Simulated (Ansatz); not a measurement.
# Li(100) with 4 thermally displaced layers, 2x2: scattering by thermal displacements, part 2 of 2

Aim: the resistivity of Li at 300 K from frozen thermal displacements between perfect leads. The measured value for the pure metal at this temperature is 9.55 µΩ cm (CRC Handbook of Chemistry and Physics, 84th ed., 2003, Electrical Resistivity of Pure Metals).

Ansatz 0.2.0; Ansatz plane-wave DFT, PBE, PAW files; ballistic transport by layer matching (Landauer), zero bias; PAW set soft_1.

So far, open channels per spin nearest the Fermi level: step 2 (with 4 displaced layers) 4.92.

## Step 4: With 12 displaced layers

Each atom of 12 layers is moved at random, by amounts drawn from a normal law 0.2347 Å wide in each direction from the Debye model (344 K) at 300 K. A fresh draw is used; the growth of the resistance with length is what counts.

System of this step: Li(100) with 12 thermally displaced layers, 2x2. The cell holds 88 atoms: 88 Li. Its edges and angles: a = 7.020 Å, b = 7.020 Å, c = 38.610 Å, α = 90.0°, β = 90.0°, γ = 90.0°. It derives from Li. Regions: lead, 40 atoms (40 Li); scattering region, 48 atoms (48 Li). The structure is stacked along c, and the current runs across the ab planes.

Input file input.yaml:

```yaml
crystal:
  lattice:
    - [7.02, 0.0, 0.0]
    - [0.0, 7.02, 0.0]
    - [0.0, 0.0, 38.61]
  atoms:
    - { symbol: Li, position: [0.0, 0.0, 0.0227272727] }
    - { symbol: Li, position: [0.0, 0.5, 0.0227272727] }
    - { symbol: Li, position: [0.5, 0.0, 0.0227272727] }
    - { symbol: Li, position: [0.5, 0.5, 0.0227272727] }
    - { symbol: Li, position: [0.25, 0.25, 0.0681818182] }
    - { symbol: Li, position: [0.25, 0.75, 0.0681818182] }
    - { symbol: Li, position: [0.75, 0.25, 0.0681818182] }
    - { symbol: Li, position: [0.75, 0.75, 0.0681818182] }
    - { symbol: Li, position: [0.0, 0.0, 0.1136363636] }
    - { symbol: Li, position: [0.0, 0.5, 0.1136363636] }
    - { symbol: Li, position: [0.5, 0.0, 0.1136363636] }
    - { symbol: Li, position: [0.5, 0.5, 0.1136363636] }
    - { symbol: Li, position: [0.25, 0.25, 0.1590909091] }
    - { symbol: Li, position: [0.25, 0.75, 0.1590909091] }
    - { symbol: Li, position: [0.75, 0.25, 0.1590909091] }
    - { symbol: Li, position: [0.75, 0.75, 0.1590909091] }
    - { symbol: Li, position: [0.0, 0.0, 0.2045454545] }
    - { symbol: Li, position: [0.0, 0.5, 0.2045454545] }
    - { symbol: Li, position: [0.5, 0.0, 0.2045454545] }
    - { symbol: Li, position: [0.5, 0.5, 0.2045454545] }
    - { symbol: Li, position: [0.2316985236, 0.2469053426, 0.2515293798] }
    - { symbol: Li, position: [0.2386706101, 0.6856897448, 0.2495606406] }
    - { symbol: Li, position: [0.7575334897, 0.2862548856, 0.2535124458] }
    - { symbol: Li, position: [0.7284852521, 0.7258035713, 0.2622210694] }
    - { symbol: Li, position: [0.0252950114, 0.0612264966, 0.3083980058] }
    - { symbol: Li, position: [0.9726508094, 0.5128798606, 0.2982394344] }
    - { symbol: Li, position: [0.5187082838, 0.0181162244, 0.2966826996] }
    - { symbol: Li, position: [0.5058212798, 0.4497702265, 0.294449183] }
    - { symbol: Li, position: [0.2250064761, 0.2542151994, 0.3380671918] }
    - { symbol: Li, position: [0.2706776429, 0.7773823554, 0.3427854241] }
    - { symbol: Li, position: [0.7605697537, 0.2531072819, 0.3381872288] }
    - { symbol: Li, position: [0.7445005913, 0.7334301561, 0.3432674036] }
    - { symbol: Li, position: [0.0004718226, 0.0194330292, 0.3782876773] }
    - { symbol: Li, position: [0.0296791589, 0.4745024554, 0.3819004291] }
    - { symbol: Li, position: [0.4933993233, 0.9811656031, 0.3881331905] }
    - { symbol: Li, position: [0.4808052128, 0.464246511, 0.3812225702] }
    - { symbol: Li, position: [0.2938606508, 0.2514795913, 0.4247215509] }
    - { symbol: Li, position: [0.2502800633, 0.6979834682, 0.4426957527] }
    - { symbol: Li, position: [0.6990354771, 0.2660050854, 0.4351225164] }
    - { symbol: Li, position: [0.7015250822, 0.7600384839, 0.4378793196] }
    - { symbol: Li, position: [0.0156314154, 0.0087259826, 0.4830416473] }
    - { symbol: Li, position: [0.0053791676, 0.5112469662, 0.476502533] }
    - { symbol: Li, position: [0.5211217702, 0.9685287758, 0.4820853233] }
    - { symbol: Li, position: [0.483107366, 0.4635385863, 0.4794928299] }
    - { symbol: Li, position: [0.3065968568, 0.282149671, 0.5195929844] }
    - { symbol: Li, position: [0.2733366926, 0.7348154262, 0.5219734419] }
    - { symbol: Li, position: [0.7529930091, 0.1725335436, 0.52389197] }
    - { symbol: Li, position: [0.7155793422, 0.7266854071, 0.5137654456] }
    - { symbol: Li, position: [0.949300247, 0.9684659174, 0.5732000686] }
    - { symbol: Li, position: [0.0556970934, 0.4991573733, 0.5748180806] }
    - { symbol: Li, position: [0.4911749161, 0.9360812208, 0.5690930604] }
    - { symbol: Li, position: [0.5148983775, 0.4856710061, 0.5700188359] }
    - { symbol: Li, position: [0.2691410128, 0.2211355952, 0.6046596829] }
    - { symbol: Li, position: [0.2426032965, 0.7429440775, 0.6114927613] }
    - { symbol: Li, position: [0.7830044478, 0.307687812, 0.6111038468] }
    - { symbol: Li, position: [0.7733643409, 0.7814560789, 0.6179711616] }
    - { symbol: Li, position: [0.0350183035, 0.9869872631, 0.6635876941] }
    - { symbol: Li, position: [0.0676800487, 0.5268671818, 0.6553229926] }
    - { symbol: Li, position: [0.5203163142, 0.0422023818, 0.6613337284] }
    - { symbol: Li, position: [0.4811650646, 0.5515864168, 0.6514944162] }
    - { symbol: Li, position: [0.2668299015, 0.2494592376, 0.6972899638] }
    - { symbol: Li, position: [0.2907671773, 0.7616301602, 0.6974532736] }
    - { symbol: Li, position: [0.7701162597, 0.2355712528, 0.6929796836] }
    - { symbol: Li, position: [0.7269693512, 0.7588107355, 0.7084094646] }
    - { symbol: Li, position: [0.0055349671, 0.0015099024, 0.752856753] }
    - { symbol: Li, position: [0.9929469003, 0.5393465328, 0.7509034926] }
    - { symbol: Li, position: [0.5098260323, 0.0180793424, 0.743574182] }
    - { symbol: Li, position: [0.4762899789, 0.5511016211, 0.7520381159] }
    - { symbol: Li, position: [0.25, 0.25, 0.7954545455] }
    - { symbol: Li, position: [0.25, 0.75, 0.7954545455] }
    - { symbol: Li, position: [0.75, 0.25, 0.7954545455] }
    - { symbol: Li, position: [0.75, 0.75, 0.7954545455] }
    - { symbol: Li, position: [0.0, 0.0, 0.8409090909] }
    - { symbol: Li, position: [0.0, 0.5, 0.8409090909] }
    - { symbol: Li, position: [0.5, 0.0, 0.8409090909] }
    - { symbol: Li, position: [0.5, 0.5, 0.8409090909] }
    - { symbol: Li, position: [0.25, 0.25, 0.8863636364] }
    - { symbol: Li, position: [0.25, 0.75, 0.8863636364] }
    - { symbol: Li, position: [0.75, 0.25, 0.8863636364] }
    - { symbol: Li, position: [0.75, 0.75, 0.8863636364] }
    - { symbol: Li, position: [0.0, 0.0, 0.9318181818] }
    - { symbol: Li, position: [0.0, 0.5, 0.9318181818] }
    - { symbol: Li, position: [0.5, 0.0, 0.9318181818] }
    - { symbol: Li, position: [0.5, 0.5, 0.9318181818] }
    - { symbol: Li, position: [0.25, 0.25, 0.9772727273] }
    - { symbol: Li, position: [0.25, 0.75, 0.9772727273] }
    - { symbol: Li, position: [0.75, 0.25, 0.9772727273] }
    - { symbol: Li, position: [0.75, 0.75, 0.9772727273] }
kpoints:
  mp_grid: { grid: [3, 3, 1] }
hamiltonian:
  xc: pbe
  pseudopotentials: { kind: paw, azcp: { folder: soft_1 } }
scf:
  occupations: { method: fermi_dirac, width: 0.1 }
output:
  transmission: { leads: [[0, 4]], kmesh: [6, 6], e_range: [-0.05, 0.05], de: 0.05 }
  write_potential: true
  write_density: true
  volumetric_format: npy
```

On the command line:

```
> ansatz run input.yaml --threads 4 --pin off --max-ram 15360MiB --backend cpu --events-out ev --progress --plain --runs-dir out
```

Numbers of over 12 decimals in the logs are rounded to 6 here.

Log:

```text
[...]
Crystal: 88 atoms, lattice volume = 1902.716 Å³
Basis set: ecut = 420 eV, 37253 PW (Γ)
Bands: 220, of which v1, the nominal top of the filled ones, is band 132 counted from 1 (131 counted from 0)
Symmetry: 1 space group operations
[...]
k-points: 5 of 9 (time reversal used)
[...]
SCF iter   1: F=—  HF=-18012.151398 eV  |F-HF|=—  |Δ(HF+E_count)|=         —  Δρ=7.55e-3  dr2=1.38e1  ethr=3.10e-3  ⟨swp⟩=10.8  Hψ=6896  notcnv=0  defer=136
[...]
SCF iter   9: F=-18009.624965 eV  HF=-18009.624965 eV  |F-HF|=4.80e-9  |Δ(HF+E_count)|=   3.49e-8  Δρ=2.59e-7  dr2=7.27e-9  ethr=3.79e-11  ⟨swp⟩=14.0  Hψ=4678  notcnv=0
SCF 1 converged in 9 iterations: F = -18009.624965 eV  dr2 = 7.27e-9
[...]
transmission: 99 of 980 steps passed
transmission: 201 of 980 steps passed
[...]
transmission: 980 of 980 steps passed
SCF converged after 9 iterations
Free energy (F): -18009.624965 eV
[...]
Internal energy: -18008.366897 eV  (E = F + TS)
E sigma→0 (E₀):  -18008.995931 eV
Entropy (-TS):   -1.258068 eV (-14.296 meV/atom)
Fermi energy:    0.759261 eV
[...]
--- Band table (eV; the first three rows and the last of 5) ---
  k-point 0: bands = [... 128 lower, 0.3752, 0.6154, 0.6401, 0.6653, 0.6738, 0.6920, 0.7160, 0.7268, ... 84 higher]
  k-point 1: bands = [... 128 lower, 0.6294, 0.6319, 0.6513, 0.6725, 0.8117, 0.8437, 0.8740, 0.8915, ... 84 higher]
  k-point 2: bands = [... 128 lower, 0.6241, 0.6331, 0.6513, 0.6703, 0.8199, 0.8459, 0.8739, 0.8925, ... 84 higher]
  k-point 4: bands = [... 128 lower, 0.5850, 0.6039, 0.6267, 0.6615, 1.1230, 1.1369, 1.2003, 1.2189, ... 84 higher]
--- Transmission ---
  basis      : 437 plane waves across, 49 finite elements along
  points     : 20, standing for a mesh of 6 x 6
[...]
channels       : 4.916667e0 a spin
[...]
junction   : crystal 0 to crystal 0, 0.70 to 37.55 Å
    transmission   : 3.607270e0 a spin
[...]
```

It took 8.2 min on 4 threads of Intel Xeon Platinum 8559C (Emerald Rapids), shared host; peak memory 7.2 GiB; 26 min of CPU time.

This step gave:

```
free energy                                   : -18009.6250 eV
energy at zero smearing                       : -18008.9959 eV
Fermi energy                                  : 0.7593 eV
transmission per spin nearest the Fermi level : 3.607
step of the lead's potential                  : 6.5 meV
```

Per spin. Table of transmission, zone mean by energy, zero at the Fermi level:

```csv
energy (eV),"transmission, zone mean"
-0.0500,3.55
0.0000,3.61
0.0500,3.66
```

Over the solved energies the transmission per spin lies between 3.55 and 3.66, out of 4.84 channels of the lead on average (up to 4.92).

## Step 5: The fit

This step: Ansatz plane-wave DFT, PBE, PAW files; ballistic transport by layer matching (Landauer), zero bias; resistivity from the slope of the area resistance; PAW set soft_1 (Ansatz 0.2.0).

This step gave:

```yaml
resistivity: 23.53 µΩ cm
intercept: -0.05240 fΩ m²
scatter_about_the_fit: 0.009844 fΩ m²
```

Resistance, by row:

```csv
run,length (Å),T,channels N,RA (fΩ m²)
n4,7.02,4.438,4.843,0.1198
n8,14.04,4.032,4.843,0.2641
n12,21.06,3.607,4.843,0.4501
```

Table of area resistance by length of the displaced region:

```csv
length of the displaced region (Å),area resistance (fΩ m²)
7.02,0.120
14.04,0.264
21.06,0.450
```

The area resistance goes from 0.12 to 0.45 fΩ m² between 7.0 and 21.1 Å, a slope of 24 µΩ cm.

By hand from the end points: (0.4501 − 0.1198) fΩ m² / (21.06 − 7.02) Å = 24 µΩ cm, since 1 fΩ m² per Å is 1000 µΩ cm.

## Step 6: Summary of results

- resistivity from the slope: 23.5 µΩ cm
- area resistance over 7.02 Å: 0.120 fΩ m²
- area resistance over 14.0 Å: 0.264 fΩ m²
- area resistance over 21.1 Å: 0.450 fΩ m²

The slope gives 24 µΩ cm. The points scatter by 0.0098 fΩ m² about the line, with one random draw a length in a 2x2 cell, so the slope is a rough value. The mean square of the displacements drawn is 0.75, 0.94 and 0.81 of the nominal one at the three lengths; with each resistance scaled back by that, the slope is 28 µΩ cm, the value used below. Read with a model of isotropic scattering on a spherical Fermi surface and the lead's 0.76×10¹⁵ S/m², this slope means a mean free path near 37 Å; over these lengths the model's slope is 1.07 times its bulk resistivity, which would be 26 µΩ cm. Uncorrelated displacements put too much weight on short waves, which scatter strongly; with the sideways repeat of a small cell, one draw and three short lengths, the method is good to a factor of two or three. The measured value is 9.55 µΩ cm (CRC Handbook of Chemistry and Physics, 84th ed., 2003, Electrical Resistivity of Pure Metals); the scaled slope is 3.0 times that and the corrected value 2.8: clearly high.

[Logs are printed without paths, hosts, clocks, repeated set-up lines and the standing remarks that a program may print on its own settings, such as how far it seeks lower states.]

[Hosts, paths, dates, database ids (printed as entryN), source tags and the programs' standing remarks are cut or masked in the printed files.]
